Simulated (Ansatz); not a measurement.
# V_Mg in MgO (Fm-3m): charge-transition levels and formation energies

Wanted: the transition levels of a vacancy in MgO (Fm-3m), from a cell of 54 host atoms with 1 Mg taken out.

Main program and level: Ansatz 0.2.0; place-levels on r2SCAN runs: charge-transition levels and formation energies with image-charge correction and potential alignment at the atomic sites; PAW set soft_1.

The experiments to compare with:

“Electronic structure of alkaline earth and post-transition metal oxides” (2009, arxiv:0908.1581) quotes from earlier work for MgO, rocksalt (bulk crystal): band gap (literature experimental gap) 7.83 eV [Literature value based on experiment; other listed experimental values range from 7.7 to …].

## Step 1: The starting structure

The cell holds 53 atoms: 26 Mg and 27 O. Its edges and angles: a = 8.925 Å, b = 8.925 Å, c = 8.925 Å, α = 60.0°, β = 60.0°, γ = 60.0°. It derives from MgO (space group Fm-3m). Nearest the centre at fractional (0.667, 0.667, 0.333): O28 at 2.10 Å, O44 at 2.10 Å, O32 at 2.10 Å, O50 at 2.10 Å, O46 at 2.10 Å, O34 at 2.10 Å, Mg35 at 2.98 Å, Mg9 at 2.98 Å.

Structure file:

```xyz
53
Lattice="0.0000 6.3112 6.3112 6.3112 0.0000 6.3112 6.3112 6.3112 0.0000" Properties=species:S:1:pos:R:3 pbc="T T T"
Mg    0.0000    0.0000    0.0000
O     2.1037    2.1037    2.1037
Mg    2.1037    2.1037    0.0000
O     4.2075    4.2075    2.1037
Mg    4.2075    4.2075    0.0000
O     6.3112    6.3112    2.1037
Mg    2.1037    0.0000    2.1037
O     4.2075    2.1037    4.2075
Mg    4.2075    2.1037    2.1037
O     6.3112    4.2075    4.2075
Mg    6.3112    4.2075    2.1037
O     8.4150    6.3112    4.2075
Mg    4.2075    0.0000    4.2075
O     6.3112    2.1037    6.3112
Mg    6.3112    2.1037    4.2075
O     8.4150    4.2075    6.3112
Mg    8.4150    4.2075    4.2075
O    10.5187    6.3112    6.3112
Mg    0.0000    2.1037    2.1037
O     2.1037    4.2075    4.2075
Mg    2.1037    4.2075    2.1037
O     4.2075    6.3112    4.2075
Mg    4.2075    6.3112    2.1037
O     6.3112    8.4150    4.2075
Mg    2.1037    2.1037    4.2075
O     4.2075    4.2075    6.3112
Mg    4.2075    4.2075    4.2075
O     6.3112    6.3112    6.3112
Mg    6.3112    6.3112    4.2075
O     8.4150    8.4150    6.3112
Mg    4.2075    2.1037    6.3112
O     6.3112    4.2075    8.4150
Mg    6.3112    4.2075    6.3112
O     8.4150    6.3112    8.4150
Mg    8.4150    6.3112    6.3112
O    10.5187    8.4150    8.4150
Mg    0.0000    4.2075    4.2075
O     2.1037    6.3112    6.3112
Mg    2.1037    6.3112    4.2075
O     4.2075    8.4150    6.3112
Mg    4.2075    8.4150    4.2075
O     6.3112   10.5187    6.3112
Mg    2.1037    4.2075    6.3112
O     4.2075    6.3112    8.4150
Mg    4.2075    6.3112    6.3112
O     6.3112    8.4150    8.4150
Mg    6.3112    8.4150    6.3112
O     8.4150   10.5187    8.4150
Mg    4.2075    4.2075    8.4150
O     6.3112    6.3112   10.5187
O     8.4150    8.4150   10.5187
Mg    8.4150    8.4150    8.4150
O    10.5187   10.5187   10.5187
```

Screening for the image-charge correction: ε∞ = 3.24, ε0 = 10.37, from a response run on this crystal (DFPT, PBEsol) at that run's own cell.

The cell's shortest repeat is 8.9 Å.

## Step 2: Charge states

A transition level is the Fermi level at which two charge states cost the same, so each charge needs its own total energy, at its own relaxed structure.

Random displacements of about 0.05 Å break the site symmetry at the start, so that the relaxation can reach a distorted minimum if there is one. Forces are taken at one point at (¼, ¼, ¼). The cell holds 2 electrons more than the neutral one, with a uniform background that keeps it neutral on the whole.

The sampling was tested on the host first: at the k-points planned (1x1x1 shifted 0.25 0.25 0.25) its energy lies 0.020 eV an atom from the dense-mesh value, under the bound of 0.02 eV set for this test; that bounds the host's error, not the defect's.

One state's input; the others differ in charge, spin, start and seed, and in occupations where the table says so.

File qm2.relax/input.yaml:

```yaml
crystal:
  lattice:
    - [0.0, 2.10374764, 2.10374764]
    - [2.10374764, 0.0, 2.10374764]
    - [2.10374764, 2.10374764, 0.0]
  atoms:
    - { symbol: Mg, position: [0.0, 0.0, 0.0] }
    - { symbol: O, position: [0.5, 0.5, 0.5] }
  supercell: [3, 3, 3]
  defects: [{ vacancy: 50 }]
total_charge: -2
basis:
  ecutwfc: 500
  xc_grid: 2
hamiltonian:
  xc: r2scan
  pseudopotentials: { kind: paw, azcp: { folder: soft_1 } }
kpoints:
  mp_grid: { grid: [1, 1, 1], shift: [0.25, 0.25, 0.25] }
scf:
  occupations: { method: fixed }
  max_iter: 80
output:
  forces: true
  charged_corrections: { epsilon: 3.24, static_epsilon: 10.37 }
relax:
  f_tol: 0.02
  max_steps: 80
  random_displacement: { amplitude: 0.05, seed: 5108 }
checkpoint:
  write: "../qm2.relax.run"
  compress: false
  write_wavefunctions: true
  write_every: 100000
```

Launch:

```bash
$ ansatz run input.yaml --threads 4 --pin off --max-ram 15073MiB --backend cpu --events-out ev --progress --plain --runs-dir out
```

Defect states can disperse in a cell of this size, so the energy is taken again at a 2×2×2 shifted mesh, on the relaxed structure.

The run of this state that the levels use, under r2SCAN:

File qm2.point/input.yaml:

```yaml
crystal:
  checkpoint: "../qm2.relax.run"
  host: checkpoint
total_charge: -2
basis:
  ecutwfc: 500
  xc_grid: 2
hamiltonian:
  xc: r2scan
  pseudopotentials: { kind: paw, azcp: { folder: soft_1 } }
kpoints:
  mp_grid: { grid: [2, 2, 2], shift: [0.5, 0.5, 0.5] }
scf:
  occupations: { method: fermi_dirac, width: 0.01 }
  max_iter: 80
output:
  forces: true
  eigenvalues: true
  charged_corrections:
    epsilon: 3.24
    static_epsilon: 10.37
    defect_position: [0.666667, 0.666667, 0.333333]
  eigenstates: { localisation: true }
  populations: true
  band_densities: [{ bands: [v1, v1] }, { bands: [c1, c1] }]
  write_density: true
  write_potential: true
  volumetric_format: npy
checkpoint:
  read: "../qm2.relax.run"
  write: "../qm2.point.run"
  compress: false
  write_wavefunctions: false
  write_every: 100000
```

Relaxations under r2SCAN at one point at (¼, ¼, ¼); times on 4 threads of Arm Neoverse V1, shared host:

| charge | moment (μB) | occupations | outcome | steps | largest displacement against the far atoms (Å) | time |
| --- | --- | --- | --- | --- | --- | --- |
| −2 | 0 | fixed | converged | 5 | 0.13 | 62 s |
| −1 | 1 | fixed | converged | 7 | 0.13 | 6.4 min |
| 0 | 0 | fixed | not converged | - | - | 66 s |
| 0 | 0 | fermi-dirac | converged | 6 | 0.12 | 2.2 min |
| 0 | 2 | fixed | converged | 8 | 0.12 | 5.7 min |
| +1 | 1 | fixed | converged | 9 | 0.12 | 5.8 min |
| +1 | 3 | fixed | converged | 6 | 0.11 | 4.3 min |

Single points under r2SCAN at a 2×2×2 shifted mesh; times on 4 threads of Arm Neoverse V1, shared host:

| charge | moment (μB) | occupations | outcome | time |
| --- | --- | --- | --- | --- |
| −2 | 0 | fermi-dirac | converged | 67 s |
| −1 | 1 | fermi-dirac | converged | 4.1 min |
| 0 | 0 | fermi-dirac | converged | 92 s |
| 0 | 2 | fermi-dirac | converged | 3.5 min |
| +1 | 1 | fermi-dirac | converged | 3.7 min |
| +1 | 3 | fermi-dirac | converged | 3.4 min |

Distances (Å) from the ideal centre to the nearest atoms after relaxation with r2SCAN:

| charge | moment (μB) | 1. | 2. | 3. | 4. | 5. | 6. |
| --- | --- | --- | --- | --- | --- | --- | --- |
| −2 | 0 | O 2.23 | O 2.23 | O 2.23 | O 2.23 | O 2.23 | O 2.23 |
| −1 | 1 | O 2.21 | O 2.22 | O 2.23 | O 2.23 | O 2.23 | O 2.23 |
| 0 | 0 | O 2.22 | O 2.22 | O 2.22 | O 2.23 | O 2.23 | O 2.23 |
| 0 | 2 | O 2.22 | O 2.22 | O 2.22 | O 2.22 | O 2.22 | O 2.22 |
| +1 | 1 | O 2.19 | O 2.20 | O 2.21 | O 2.21 | O 2.22 | O 2.23 |
| +1 | 3 | O 2.20 | O 2.20 | O 2.21 | O 2.21 | O 2.21 | O 2.21 |

## Step 3: Levels against the band edges, r2SCAN

A charged cell interacts with its images and the background, and its potential has another zero than the host's. place-levels removes the first by a point-charge model, screened by the static dielectric constant since the ions have relaxed around the charge, and the second by comparing potentials at atoms far from the defect.

The host is a run of the defect-free crystal in the same cutoffs, grids and k-points, so that basis and sampling errors cancel in part in the differences. The host is run in a cell of 2 atoms on a matching mesh. Its band edges are searched through the zone by a band path, so the gap is smaller than, or equal to, that on the mesh. Chemical potentials are energies per atom of Mg (hcp), run with the same functional and cutoff.

File levels.point.yaml:

```yaml
host:
  run: host.point.run
states: [qm2.point.run, qm1_M1.point.run, q0.point.run, q0_M2.point.run, qp1_M1.point.run, qp1_M3.point.run]
geometry_from:
  qm2.point.run: qm2.relax.run
  qm1_M1.point.run: qm1_M1.relax.run
  q0.point.run: q0.relax_smeared.run
  q0_M2.point.run: q0_M2.relax.run
  qp1_M1.point.run: qp1_M1.relax.run
  qp1_M3.point.run: qp1_M3.relax.run
chemical_potentials:
  Mg:
    energy: -1926.407918
    dataset: "<sha256 of the dataset>"
epsilon: 3.24
static_epsilon: 10.37
vertical:
  - { from: qm2.point.run, to: qm2.point_neutral.run }
  - { from: qm1_M1.point.run, to: qm1_M1.point_neutral.run }
  - { from: qp1_M1.point.run, to: qp1_M1.point_neutral.run }
  - { from: qp1_M3.point.run, to: qp1_M3.point_neutral.run }
```

Launch:

```bash
$ ansatz place-levels levels.point.yaml -- --threads 4 --pin off --max-ram 15073MiB
```

Numbers of over 12 decimals in the logs are rounded to 6 here.

The program printed:

```text
[... repeated set-up lines and file paths are left out, and long positions are rounded to six places ...]
(+1/0) 0.003 eV beneath the valence edge (-0.093 eV without the band-filling correction), in the valence band
(0/-1) 0.342 eV above the valence edge, 5.336 eV under the conduction edge
(-1/-2) 0.798 eV above the valence edge, 4.879 eV under the conduction edge
formation energy of charge +1: +9.187 eV with the Fermi level at the valence edge
formation energy of charge 0: +9.184 eV with the Fermi level at the valence edge
formation energy of charge -1: +9.526 eV with the Fermi level at the valence edge
formation energy of charge -2: +10.324 eV with the Fermi level at the valence edge
vertical -2 to 0: no energy, since no alignment is typed
  the change from vertical[0].from (qm2.point.run) to vertical[0].to (qm2.point_neutral.run): by its potential at epsilon 3.24 it stands at 0.667 0.667 0.333, with an rms radius of about 4.3 Å (2.5 2.5 2.5 Å across the planes of the cell's vectors); [...]
vertical -1 to 0: no energy, since no alignment is typed
  the change from vertical[1].from (qm1_M1.point.run) to vertical[1].to (qm1_M1.point_neutral.run): by its potential at epsilon 3.24 it stands at 0.674 0.665 0.331, with an rms radius of about 5.3 Å (2.9 3.2 2.9 Å across the planes of the cell's vectors); [...]
vertical +1 to 0: no energy, since no alignment is typed
  the change from vertical[2].from (qp1_M1.point.run) to vertical[2].to (qp1_M1.point_neutral.run): by its potential at epsilon 3.24 it stands at 0.658 0.656 0.285, with an rms radius of about 3.5 Å (2.0 2.0 2.1 Å across the planes of the cell's vectors); [...]
vertical +1 to 0: no energy, since no alignment is typed
[...]
of states[0] (qm2.point.run): it parts from the run at its places by a charge that spreads by about 2.5 Å along one vector (1.3 Å or more is wide), by its potential at epsilon 3.24, taken for that of held ions (one typed too small widens it), where the cell [...]
  of states[4] (qp1_M1.point.run): it parts from the run at its places by a charge that spreads by about 2.1 Å along one vector (1.3 Å or more is wide), by its potential at epsilon 3.24, taken for that of held ions (one typed too small widens it), where the [...]
  of states[2] (q0.point.run): its alignment with the host at atomic sites is doubtful: the cell is too small to show whether the defect's potential has decayed: take a larger one
  of vertical[0].from (qm2.point.run): it parts from the run at its places by a charge that spreads by about 2.5 Å along one vector (1.3 Å or more is wide), by its potential at epsilon 3.24, taken for that of held ions (one typed too small widens it), where [...]
  vertical[0].to (qm2.point_neutral.run): levels filled in part (TS 0.011 eV): its energy is of no whole electron's
  vertical[1].from (qm1_M1.point.run): levels filled in part (TS 0.006 eV): its energy is of no whole electron's
  of vertical[1].from (qm1_M1.point.run): stability_check_not_made; [...]
  vertical[1].to (qm1_M1.point_neutral.run): levels filled in part (TS 0.010 eV): its energy is of no whole electron's
  vertical[2].from (qp1_M1.point.run): levels filled in part (TS 0.001 eV): its energy is of no whole electron's
  of vertical[2].from (qp1_M1.point.run): its moments are held at its close (magnetization.spin_locking), by a field of 0.023 eV a Bohr magneton, and its energy and levels are of the state that this holds: a run that lets them go can end lower; [...]
  vertical[2].to (qp1_M1.point_neutral.run): levels filled in part (TS 0.010 eV): its energy is of no whole electron's
  vertical[3].from (qp1_M3.point.run): levels filled in part (TS 0.005 eV): its energy is of no whole electron's
  of vertical[3].from (qp1_M3.point.run): stability_check_not_made; [...]
  vertical[3].to (qp1_M3.point_neutral.run): levels filled in part (TS 0.010 eV): its energy is of no whole electron's
```

Run time: 0.69 s. Hardware: 4 threads of Arm Neoverse V1, shared host.

Levels between the charges placed, in eV above the valence top:

|  | gap (eV) | (+1/0) | (0/−1) | (−1/−2) |
| --- | --- | --- | --- | --- |
| r2SCAN | 5.68 | 0.00 | 0.34 | 0.80 |

Corrections by state:

| charge | moment (μB) | image terms and alignment (eV) | band filling (eV) | ε used | over the lowest of its charge, as the program ranks them, band filling apart (eV) |
| --- | --- | --- | --- | --- | --- |
| +1 | 3.0 | -0.328 | -0.090 | 10.37 | 0.000 |
| 0 | 2.0 | 0.000 | - | - | 0.000 |
| −1 | 1.0 | 0.658 | - | 10.37 | 0.000 |
| −2 | 0.0 | 1.677 | - | 10.37 | 0.000 |
| +1 | 1.0 | -0.348 | - | 10.37 | 0.118 |
| 0 | 0.0 | 0.000 | - | - | 0.133 |

The charged structures listed were also run neutral, and place-levels reads from each pair, by the potential or the spins, how wide the charge is by which they differ; that can be the carrier of either run.

| charge | rms radius (Å) | spread where it is widest against the cell (Å) | wide from (Å) | reading |
| --- | --- | --- | --- | --- |
| +1 | 3.3 | 1.93 | 1.26 | wide |
| −1 | 5.3 | 3.23 | 1.26 | wide |
| −2 | 4.3 | 2.50 | 1.26 | wide |

The neutral runs of these pairs need not share the spin of the lowest neutral state, and very wide values only mean spread over the cell.

From the program's caveats on the states, each cut to its opening words:

- charge +1 (3 μB): it parts from the run at its places by a charge that spreads by about 1.9 Å along one vector (1.3 Å or more is wide), by its potential at epsilon 3.24, taken [...]
- charge +1 (3 μB): a band-filling correction moves a carrier to the host's band edge, which changes its energy by -0.090 eV
- charge +1 (3 μB), 0 (2 μB), −1 (1 μB), −2, +1 (1 μB), 0: its alignment with the host at atomic sites is doubtful: the cell is too small to show whether the defect's potential has decayed: take a larger one
- charge +1 (3 μB), 0 (2 μB), −1 (1 μB), +1 (1 μB): flagged: stability check not made
- charge −1 (1 μB): it parts from the run at its places by a charge that spreads by about 3.2 Å along one vector (1.3 Å or more is wide), by its potential at epsilon 3.24, taken [...]
- charge −2: it parts from the run at its places by a charge that spreads by about 2.5 Å along one vector (1.3 Å or more is wide), by its potential at epsilon 3.24, taken [...]
- charge +1 (1 μB): it parts from the run at its places by a charge that spreads by about 2.1 Å along one vector (1.3 Å or more is wide), by its potential at epsilon 3.24, taken [...]
- charge +1 (1 μB): the host's ions (past the first shell or, of a walk that freed a part, those that it held) aren't shown at rest: they stand up to 0.065 Å off their sites, 0.78 [...]
- charge +1 (1 μB): its moments are held at its close (magnetization.spin_locking), by a field of 0.023 eV a Bohr magneton, and its energy and levels are of the state that this [...]

The host's formation energy from the elements is -2.963 eV per atom; it sets how far the chemical potentials can move.

Limit set by the element alone; other compounds of these elements are not counted. Chemical potentials from the elements' reference states: Mg 0.00 eV, O -5.93 eV. Formation energies (Mg-rich), with the Fermi level at the valence top and at the conduction bottom (gap 5.68 eV):

| charge | at valence top (eV) | at conduction bottom (eV) | correction included (eV) |
| --- | --- | --- | --- |
| +1 | 9.19 | 14.86 | -0.42 |
| 0 | 9.18 | 9.18 | 0.00 |
| −1 | 9.53 | 3.85 | 0.66 |
| −2 | 10.32 | -1.03 | 1.68 |

Fermi level (eV), lowest formation energy (eV) and a bar from the least value:
```
     0.00       9.18 ##############################
     0.52       9.01 #############################
     1.03       8.26 ###########################
     1.55       7.23 ########################
     2.06       6.20 #####################
     2.58       5.17 ##################
     3.10       4.13 ###############
     3.61       3.09 ############
     4.13       2.06 #########
     4.65       1.03 ######
     5.16       0.00 ###
     5.68      -1.03
```

Limit set by the element alone; other compounds of these elements are not counted. Chemical potentials from the elements' reference states: O 0.00 eV, Mg -5.93 eV. Formation energies (O-rich), with the Fermi level at the valence top and at the conduction bottom (gap 5.68 eV):

| charge | at valence top (eV) | at conduction bottom (eV) | correction included (eV) |
| --- | --- | --- | --- |
| +1 | 3.26 | 8.94 | -0.42 |
| 0 | 3.26 | 3.26 | 0.00 |
| −1 | 3.60 | -2.08 | 0.66 |
| −2 | 4.40 | -6.96 | 1.68 |

Fermi level (eV), lowest formation energy (eV) and a bar from the least value:
```
     0.00       3.26 ##############################
     0.52       3.09 #############################
     1.03       2.34 ###########################
     1.55       1.30 ########################
     2.06       0.27 #####################
     2.58      -0.76 ##################
     3.10      -1.80 ###############
     3.61      -2.83 ############
     4.13      -3.86 #########
     4.65      -4.89 ######
     5.16      -5.92 ###
     5.68      -6.96
```

## Step 4: Outcome

```yaml
gap_of_the_host: 5.68 eV (r2SCAN)
level_plus_1_over_0: 0.00 eV below the valence top (-0.09 eV above the valence top without the band-filling term)
level_0_minus_1: 0.34 eV above the valence top
level_minus_1_minus_2: 0.80 eV above the valence top
lowest_of_the_charges_placed_just_above_the_valence_top_0p02_ev: 0
lowest_of_the_charges_placed_just_below_the_conduction_bottom_0p02_ev: −2
lowest_formation_energy_at_mid_gap_of_the_charges_run_mg_rich: 4.65 eV
lowest_formation_energy_at_mid_gap_of_the_charges_run_o_rich: -1.28 eV
```

In words: Of the charges placed (−2, −1, 0 and +1), the lowest changes at 0.34 eV (0/−1) and 0.80 eV (−1/−2) above the valence top, in a gap of 5.68 eV. (0/−1) and (−1/−2) lie nearer to a band edge than the share of the finite-size correction in them (0.66 and 1.02 eV), and that correction holds for a localised charge alone. Charges below −2 were not placed, so these runs say nothing of levels that involve them. States placed: +1 at 3 μB and 1 μB; 0 at 2 μB and 0 μB; −1 at 1 μB; −2 at 0 μB. Other spin states or structures, where not listed, weren't placed. The program finds carriers beyond a band edge of the host and adds a band-filling term at charge +1 (-0.09 eV); steps to such a charge show no bound level, and a defect level inside a band would be read the same way. Corrections reach 1.7 eV, so the cell is small for these charges and their levels are rough. The program doubts the alignment of potentials for at least one state, a sign that the cell is small. Keep in mind: the images are only 8.9 Å apart; r2SCAN makes the gap too small and tends to spread out bound carriers; where a gas molecule sets a chemical potential or the host's formation energy, its binding is uncorrected; force components of up to 0.24 eV/Å remain in a run at the final settings.

Computed beside measured:

| quantity | measured | r2SCAN |
| --- | --- | --- |
| band gap (least gap of the host) (eV) | 7.83 | 5.68 (-2.15 eV) |

Measured values from arxiv:0908.1581 (2009).

**Verdict.** The band gap is off by -2.15 eV: a clear miss. Local and semilocal functionals usually give gaps below the measured ones. Zero-point and thermal motion shift the measured gap.

[Logs are printed without paths, hosts, clocks, repeated set-up lines and the standing remarks that a program may print on its own settings, such as how far it seeks lower states.]

[Hosts, paths, dates, database ids (printed as entryN), source tags and the programs' standing remarks are cut or masked in the printed files.]

[Where a table of states has a column of steps, it counts the stored structures, which are thinned; the runs took as many ionic steps or more.]

[A defect's name tells the site on which it was built; relaxed atoms can leave that site.]

[For some hosts the program warned that the k-mesh of the response run may be too coarse for force constants and the static dielectric constant; such warnings are not shown here.]
